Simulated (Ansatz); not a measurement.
## Starting-point dependence of the GW gap of BN (P6_3/mmc)

One-shot GW is not self-consistent; how far does the start matter for BN (P6_3/mmc)?

Method: G0W0 on several functionals, plane waves, PAW, in Ansatz 0.2.0.

## 1. The starting structure

Symmetry: P6_3/mmc, No. 194, hexagonal system. The conventional cell has a = 2.504 Å, b = 2.504 Å, c = 6.661 Å, α = 90.00°, β = 90.00°, γ = 120.00°. B has 3 N at 1.45 Å nearest. Nearest to N lie 3 B at 1.45 Å. Farther neighbours and most contacts between anions are not listed.

Coordinates:

```cif
data_structure
_symmetry_space_group_name_H-M 'P6_3/mmc'
_symmetry_Int_Tables_number 194
_cell_length_a 2.5040
_cell_length_b 2.5040
_cell_length_c 6.6612
_cell_angle_alpha 90.000
_cell_angle_beta 90.000
_cell_angle_gamma 120.000
_cell_volume 36.17
loop_
_atom_site_label
_atom_site_type_symbol
_atom_site_symmetry_multiplicity
_atom_site_Wyckoff_symbol
_atom_site_fract_x
_atom_site_fract_y
_atom_site_fract_z
_atom_site_occupancy
B1 B 2 c 0.33333 0.66667 0.25000 1
N1 N 2 d 0.33333 0.66667 0.75000 1
```

The cell and positions come from the Crystallography Open Database and are kept as given unless a step says otherwise.

## 2. G0W0 on LDA

G0W0 replaces the xc potential by the self-energy, built once from these orbitals. Only a window of levels is corrected, while the sums run over the empty bands that the input names. This step takes hard PAW files.

This step: G0W0 on LDA, plane waves, PAW.

input.yaml reads:

```yaml
crystal:
  lattice:
    - [2.50399, 0.0, 0.0]
    - [-1.251995, 2.1685189508, 0.0]
    - [0.0, 0.0, 6.6612]
  atoms:
    - { symbol: B, position: [0.3333333333, 0.6666666667, 0.25] }
    - { symbol: B, position: [0.6666666667, 0.3333333333, 0.75] }
    - { symbol: "N", position: [0.3333333333, 0.6666666667, 0.75] }
    - { symbol: "N", position: [0.6666666667, 0.3333333333, 0.25] }
kpoints:
  mp_grid: { grid: [12, 12, 4] }
hamiltonian:
  xc: lda
  pseudopotentials: { kind: paw, source: ansatz }
scf:
  occupations: { method: fixed }
gw:
  n_empty_bands: 324
  ecut_chi: 250
  qp_bands: [v2, c2]
  qp_kpoints: band_edges
  screening: { model: contour_deformation }
```

Launch:

```console
ansatz run input.yaml --threads 3 --pin off --max-ram 92160MiB --backend cuda --events-out ev --progress --plain --runs-dir out --devices 1 --max-vram 13GiB
```

Numbers of over 12 decimals in the logs are rounded to 6 here.

The log of the run:

```text
GPUs: using 1 of 1 available (devices: 1).
Engine: ansatz 0.2.0, x86_64-unknown-linux-gnu
Pseudopotentials: kind: paw
Pseudopotential: B, paw, valence charge 3, recommended cutoff 710 eV (normal), B.paw.azcp
Pseudopotential: N, paw, valence charge 5, recommended cutoff 870 eV (normal), N.paw.azcp
Functional definition: SPW92
  exchange = slater_x
  correlation = pw_c
device memory: the entry about to start is reckoned to put 1.2 GiB on a device that reports 49.3 GiB free (of which the cap on the GPU budget leaves the run 13.0 GiB)
GPU FFT provider: cuFFT
GPU libraries: cuBLAS 13.8.2, cuFFT 12.4.0, cuSOLVER 12.3.4
Crystal: 4 atoms, lattice volume = 36.170 Å³
Basis set: ecut = 870 eV, 2061 PW (Γ)
Bands: 12, of which v1, the nominal top of the filled ones, is band 8 counted from 1 (7 counted from 0)
Symmetry: 24 space group operations
Space group: P63/mmc (ITA 194), of the structure as read, at distance tolerance 3.3e-5 Å
k-points: 57 of 576
Non-local potential: B, projectors of the file, l = 0: 3, l = 1: 2
Non-local potential: N, projectors of the file, l = 0: 2, l = 1: 2, l = 2: 1, l = 3: 1
PAW form: soft (Blöchl's): semilocal exchange-correlation on the pseudo side does not see the compensation charge
PAW frozen core: B, regenerated for the run's functional, and the local potential with it (the file was generated under x = pbe(κ = 0.804, μ = 0.219515), c = pbe(β = 0.066725))
PAW frozen core: N, regenerated for the run's functional, and the local potential with it (the file was generated under x = pbe(κ = 0.804, μ = 0.219515), c = pbe(β = 0.066725))
PAW one-centre angular grid: B, 110 points (default); XC on 64 Gauss nodes
PAW one-centre angular grid: N, 194 points (default); XC on 64 Gauss nodes
Initial density: superposition of atomic densities (chi_scale 0.1, normalization cell, long waves kept (reshape's long-wave potential 0.01 eV rms))
Initial wavefunctions: pseudopotential atomic-orbital guess
GPU buffer pool allocated for 45000 grid points (all kernels)
GPU transforms: local potential and band sums: pruned to the plane-wave sphere, on 25×25×72
Functional: x = slater, c = lda
SCF iter   1: F=—  HF=-1055.404016 eV  |F-HF|=—  |Δ(HF+E_count)|=         —  Δρ=1.53e-1  dr2=7.84e0  ethr=3.10e-3  ⟨swp⟩=5.4  Hψ=3919  notcnv=0  defer=112
preconditioner: auto → none  [insulator: Δε(μ)=5.663 eV  Ē_g=16.917 eV  n_scr=4 (ndim 8)  ℏωp=24.7 eV  f_vac=0.000  ε∞_Penn≈3.1]
SCF iter   2: F=—  HF=-1052.961359 eV  |F-HF|=—  |Δ(HF+E_count)|=    2.44e0  Δρ=6.80e-2  dr2=9.25e-1  ethr=3.10e-3  ⟨swp⟩=3.2  Hψ=1952  notcnv=0  defer=111
SCF iter   3: F=—  HF=-1052.684610 eV  |F-HF|=—  |Δ(HF+E_count)|=   2.77e-1  Δρ=2.21e-2  dr2=1.02e-1  ethr=3.10e-3  ⟨swp⟩=2.9  Hψ=1669  notcnv=0  defer=112
SCF iter   4: F=—  HF=-1052.663644 eV  |F-HF|=—  |Δ(HF+E_count)|=   2.10e-2  Δρ=8.45e-3  dr2=1.45e-2  ethr=6.38e-4  ⟨swp⟩=2.4  Hψ=930  notcnv=0  defer=114
SCF iter   5: F=—  HF=-1052.661054 eV  |F-HF|=—  |Δ(HF+E_count)|=   2.59e-3  Δρ=1.28e-3  dr2=3.07e-4  ethr=9.09e-5  ⟨swp⟩=3.0  Hψ=1247  notcnv=0  defer=114
SCF iter   6: F=—  HF=-1052.661022 eV  |F-HF|=—  |Δ(HF+E_count)|=   3.17e-5  Δρ=1.58e-4  dr2=5.12e-6  ethr=1.92e-6  ⟨swp⟩=1.6  Hψ=1140  notcnv=0  defer=113
SCF iter   7: F=-1052.661021 eV  HF=-1052.661021 eV  |F-HF|=1.08e-8  |Δ(HF+E_count)|=   1.04e-6  Δρ=8.15e-6  dr2=1.78e-8  ethr=6.25e-10  ⟨swp⟩=5.0  Hψ=4119  notcnv=0
SCF 1 converged in 7 iterations: F = -1052.661021 eV  dr2 = 1.78e-8
  greatest PAW one-centre occupation: 0.393 electrons in one spin orbital (limit 2), on the N atom at site 3 (counted from 0), in its partial waves of l = 0
device memory: the entry about to start is reckoned to put 1.3 GiB (of the 1.4 GiB reckoned in all, the device holds 0.1 GiB already) on a device that reports 41.1 GiB free (of which the cap on the GPU budget leaves the run 12.9 GiB)
NSCF: frozen V_eff on 57 k-points, pencils in batches of 32, up to order 48
the band table was solved once the SCF had ended and its energy, with any forces and stress, was formed, with the checks that follow a solve (4881 applications of the Hamiltonian). They found nothing against the state; the energy, forces and stress were not computed again (output.eigenvalues in the input reference)
device memory: the entry about to start is reckoned to put 4.8 GiB on a device that reports 40.3 GiB free (of which the cap on the GPU budget leaves the run 13.0 GiB)
NSCF: frozen V_eff on 57 k-points
G₀W₀ screening: q 1/57
[... further progress lines ...]
SCF converged after 7 iterations
Free energy (F): -1052.661021 eV
Harris-Foulkes:  -1052.661021 eV  (|F-HF|=1.08e-8)
Internal energy: -1052.661021 eV  (E = F + TS)
E sigma→0 (E₀):  -1052.661021 eV
Fermi energy:    4.411421 eV
--- Per-component energies (eV) ---
  E_band       = -42.434814
  E_kinetic    = 446.700183
  E_local      = -751.743580  (includes V_loc(G=0)·N_el)
  E_nonlocal   = 92.481806
  E_hartree    = 223.847840
  E_xc         = -208.644221
  E_vxc        = -255.774680  (∫ρ·V_xc dr)
  E_paw        = -357.680364  (= ΣΔE_a)
  E_vpaw       = -21.791242  (= ΣTr[D̂ρ^β])
  E_aug_tail   = -0.000041  (compensation charges beyond the density's cutoff)
  E_ewald      = -497.875223
  E_core_change = 0.252578  (= ΣΔE_core)
  E_smearing   = -0.000000  (= −TS)
  E_closure    = -0.000000  (closes the sum)
  Σ components = -1052.661021   (vs F -1052.661021, Δ=0.00e0)
--- Band table (eV; the first three rows and the last of 57) ---
  k-point 0: bands = [... 4 lower, 3.0713, 3.0713, 3.1078, 3.1078, 9.3404, 14.4043, 15.8561, 15.8561]
  k-point 1: bands = [... 4 lower, 3.0766, 3.0766, 3.1024, 3.1024, 10.0518, 13.5367, 15.8738, 15.8738]
  k-point 2: bands = [... 4 lower, 3.0895, 3.0895, 3.0895, 3.0895, 11.7362, 11.7362, 15.9171, 15.9171]
  k-point 56: bands = [... 4 lower, -2.6452, -2.6452, 4.4114, 4.4114, 8.9161, 8.9161, 16.0265, 16.0265]
--- G₀W₀: contour deformation, 6 samples at zero and on the imaginary axis and 2 off it, 576 q-points, 324 empty bands' worth ---
  eigenvalues of the whole cell's RPA ε∞ on this k-mesh (on a slab, of 1 + 4πα/V) = 2.6178, 4.6739, 4.6739; static W/v taken at q = 0 is 0.254450
  bands read: the sum over 332 bands ends inside a degenerate multiplet in 2 slots, whose members it reads at an even weight; the widest, k=0: bands 332 to 333 (counted from 1) at 1/2 each
  gw.qp_kpoints: band_edges: 20 of 57 stored k-points solved, in 1 pass; an edge of the gap read off the rows below is read off those points alone
    valence top: of the k-points left out ik 43 came nearest to being solved in a further pass, in band 8 (counted from 1, as in the quasiparticle table): it holds the edge there only if its correction is more favourable than any solved in that band by at least 0.644 eV; those differ by 0.335 eV
    conduction bottom: of the k-points left out ik 35 came nearest to being solved in a further pass, in band 9 (counted from 1, as in the quasiparticle table): it holds the edge there only if its correction is more favourable than any solved in that band by at least 0.421 eV; those differ by 0.408 eV
    ik  band        ε_KS         Σx   Σc(E_QP)       V_xc       Z   E_QP_lin       E_QP  E_QP is
     0     7      3.1078   -23.6230     2.9531   -19.3960  0.7891     1.8154     1.8340  root
     0     8      3.1078   -23.6230     2.9531   -19.3960  0.7891     1.8154     1.8340  root
     0     9      9.3404    -4.9499    -4.1026    -9.6533  0.8368     9.9445     9.9412  root
     0    10     14.4043    -7.8214    -5.9776   -14.8248  0.7451    15.4582    15.4301  root
     2     7      3.0895   -23.6087     2.9596   -19.3726  0.7890     1.7944     1.8131  root
     2     8      3.0895   -23.6087     2.9596   -19.3726  0.7890     1.7944     1.8131  root
     2     9     11.7362    -6.3357    -4.7121   -11.8318  0.8084    12.5280    12.5201  root
     2    10     11.7362    -6.3357    -4.7121   -11.8318  0.8084    12.5280    12.5201  root
     3     7      2.8096   -23.5197     3.0267   -19.2062  0.7873     1.5031     1.5228  root
     3     8      2.8503   -23.5541     3.0137   -19.2587  0.7875     1.5493     1.5687  root
     3     9      9.5841    -4.9448    -4.1214    -9.6773  0.8359    10.1986    10.1952  root
     3    10     14.3282    -7.9874    -6.0061   -15.0283  0.7429    15.3916    15.3630  root
     5     7      2.8299   -23.5371     3.0205   -19.2323  0.7874     1.5261     1.5457  root
     5     8      2.8299   -23.5371     3.0205   -19.2323  0.7874     1.5261     1.5457  root
     5     9     11.9085    -6.3796    -4.7407   -11.9180  0.8066    12.7147    12.7062  root
     5    10     11.9085    -6.3796    -4.7407   -11.9180  0.8066    12.7147    12.7062  root
    18     7      2.9425   -19.0282     2.5068   -15.4867  0.7701     1.8920     1.9079  root
    18     8      3.9753   -20.4637     2.3783   -17.0988  0.7731     2.9765     2.9887  root
    18     9      8.5026    -5.8026    -4.4874   -11.1802  0.8178     9.4006     9.3928  root
    18    10      9.9261    -7.6514    -4.8917   -13.5493  0.7950    10.9451    10.9323  root
    19     7      3.1004   -19.2283     2.4806   -15.7197  0.7708     2.0572     2.0724  root
    19     8      3.8384   -20.2837     2.3955   -16.8932  0.7728     2.8307     2.8434  root
    19     9      8.5935    -5.9195    -4.4827   -11.2924  0.8170     9.4916     9.4837  root
    19    10      9.5945    -7.2284    -4.7436   -12.9394  0.8016    10.5728    10.5619  root
[...]
55     7      4.3685   -20.3100     2.1703   -17.1879  0.7768     3.4061     3.4166  root
    55     8      4.3685   -20.3100     2.1703   -17.1879  0.7768     3.4061     3.4166  root
    55     9      9.0269    -6.4387    -4.7999   -12.2115  0.8044    10.0105     9.9998  root
    55    10      9.0269    -6.4387    -4.7999   -12.2115  0.8044    10.0105     9.9998  root
    56     7      4.4114   -20.4751     2.1835   -17.3367  0.7765     3.4461     3.4566  root
    56     8      4.4114   -20.4751     2.1835   -17.3367  0.7765     3.4461     3.4566  root
    56     9      8.9161    -6.2094    -4.7683   -11.9428  0.8067     9.8915     9.8812  root
    56    10      8.9161    -6.2094    -4.7683   -11.9428  0.8067     9.8915     9.8812  root
```

The job ended after 2.7 min (1 × NVIDIA H100 80GB HBM3 (shared by 6 runs) with 3 threads of AMD EPYC 7R13 (Zen 3), shared host; peak memory 2.8 GiB).

This step gave:

| Item | Value |
| --- | --- |
| bands summed | 332 |
| RPA ε∞ on this mesh (eigenvalues) | 2.618, 4.674, 4.674 |
| plane waves in the screening matrix | 335 |
| q-points in the mesh | 576 |
| G0W0 gap on the mesh | 5.936 eV |
| k of the valence top | 0.3333, 0.3333, -0.5 |
| k of the conduction bottom | 0, -0.5, 0 |
| starting gap on the mesh | 4.091 eV |
| Z at the valence top | 0.7765 |
| Z at the conduction bottom | 0.8178 |
| least direct G0W0 gap on the computed points | 6.404 eV |

The gap on the mesh goes from 4.09 eV to 5.94 eV, a correction of +1.85 eV. Between the two edge states, bare exchange in place of the xc potential would open the gap by 8.52 eV, and correlation takes back 6.67 eV.

## 3. G0W0 on PBE

The same correction from a different start measures what one shot leaves open.

This step: G0W0 on PBE, plane waves, PAW.

input.yaml, as its differences from that of step 2:

```diff
@@ -13,3 +13,3 @@
 hamiltonian:
-  xc: lda
+  xc: pbe
   pseudopotentials: { kind: paw, source: ansatz }
```

The log of the run:

```text
GPUs: using 1 of 1 available (devices: 1).
[...]
GPU FFT provider: cuFFT
GPU libraries: cuBLAS 13.8.2, cuFFT 12.4.0, cuSOLVER 12.3.4
Crystal: 4 atoms, lattice volume = 36.170 Å³
Basis set: ecut = 870 eV, 2061 PW (Γ)
Bands: 12, of which v1, the nominal top of the filled ones, is band 8 counted from 1 (7 counted from 0)
Symmetry: 24 space group operations
[...]
k-points: 57 of 576
[...]
GPU buffer pool allocated for 45000 grid points (all kernels)
[...]
SCF iter   1: F=—  HF=-1087.424310 eV  |F-HF|=—  |Δ(HF+E_count)|=         —  Δρ=1.53e-1  dr2=8.02e0  ethr=3.10e-3  ⟨swp⟩=5.4  Hψ=3927  notcnv=0  defer=112
[...]
SCF iter   7: F=-1084.786571 eV  HF=-1084.786571 eV  |F-HF|=6.40e-9  |Δ(HF+E_count)|=   2.29e-7  Δρ=1.21e-5  dr2=3.48e-8  ethr=6.25e-10  ⟨swp⟩=5.3  Hψ=4154  notcnv=0
SCF 1 converged in 7 iterations: F = -1084.786571 eV  dr2 = 3.48e-8
[...]
NSCF: frozen V_eff on 57 k-points, pencils in batches of 32, up to order 48
[...]
NSCF: frozen V_eff on 57 k-points
G₀W₀ screening: q 1/57
[... further progress lines ...]
SCF converged after 7 iterations
Free energy (F): -1084.786571 eV
[...]
Internal energy: -1084.786571 eV  (E = F + TS)
E sigma→0 (E₀):  -1084.786571 eV
Fermi energy:    4.701860 eV
[...]
--- Band table (eV; the first three rows and the last of 57) ---
  k-point 0: bands = [... 4 lower, 3.3674, 3.3674, 3.4032, 3.4032, 9.9481, 14.9833, 16.2630, 16.2630]
  k-point 1: bands = [... 4 lower, 3.3726, 3.3726, 3.3980, 3.3980, 10.6415, 14.0879, 16.2802, 16.2802]
  k-point 2: bands = [... 4 lower, 3.3852, 3.3852, 3.3852, 3.3852, 12.2964, 12.2964, 16.3223, 16.3223]
  k-point 56: bands = [... 4 lower, -2.4487, -2.4487, 4.7019, 4.7019, 9.3520, 9.3520, 16.7208, 16.7208]
[...]
0     7      3.4032   -23.6255     2.9621   -19.2170  0.7924     1.9334     1.9569  root
     0     8      3.4032   -23.6255     2.9621   -19.2170  0.7924     1.9334     1.9569  root
     0     9      9.9481    -4.9499    -4.0129    -9.1283  0.8391    10.1139    10.1137  root
     0    10     14.9833    -7.8046    -5.8143   -14.3404  0.7474    15.7184    15.7047  root
     2     7      3.3852   -23.6115     2.9686   -19.1935  0.7923     1.9123     1.9359  root
     2     8      3.3852   -23.6115     2.9686   -19.1935  0.7923     1.9123     1.9359  root
     2     9     12.2964    -6.3396    -4.5968   -11.3607  0.8118    12.7228    12.7207  root
     2    10     12.2964    -6.3396    -4.5968   -11.3607  0.8118    12.7228    12.7207  root
[...]
56     7      4.7019   -20.6016     2.2741   -17.1921  0.7795     3.5518     3.5666  root
    56     8      4.7019   -20.6016     2.2741   -17.1921  0.7795     3.5518     3.5666  root
    56     9      9.3520    -6.1734    -4.6758   -11.5276  0.8094    10.0352    10.0305  root
    56    10      9.3520    -6.1734    -4.6758   -11.5276  0.8094    10.0352    10.0305  root
```

Wall time 5.5 min (1 × NVIDIA H100 80GB HBM3 (shared by 6 runs) with 3 threads); peak memory 2.8 GiB; 10 min of CPU time.

Numbers from this step:

```
bands summed                                 : 332
RPA ε∞ on this mesh (eigenvalues)            : 2.515, 4.525, 4.525
plane waves in the screening matrix          : 335
q-points in the mesh                         : 576
G0W0 gap on the mesh                         : 5.984 eV
k of the valence top                         : 0.3333, 0.3333, -0.5
k of the conduction bottom                   : 0, -0.5, 0
starting gap on the mesh                     : 4.287 eV
Z at the valence top                         : 0.7795
Z at the conduction bottom                   : 0.8197
least direct G0W0 gap on the computed points : 6.455 eV
```

Against the run with 12×12×4 mesh, 324 empty bands, screening to 250 eV, hard PAW files on LDA, the gap moves by +0.05 eV, while the start moved by +0.20 eV.

(Continued in part 2 of 2.)

[Paths, hosts, dates, memory and timing lines, banners, echoed tables and standing remarks are left out of the program output.]

[Logs are printed without paths, hosts, clocks, repeated set-up lines and the standing remarks that a program may print on its own settings, such as how far it seeks lower states.]

[Runs of the session that timed out or met a known fault of the program may be left out.]

[Cells called generated may have been cut or substituted from an entry of the Crystallography Open Database or the Materials Project.]

[Hosts, paths, dates, database ids (printed as entryN), source tags and the programs' standing remarks are cut or masked in the printed files.]
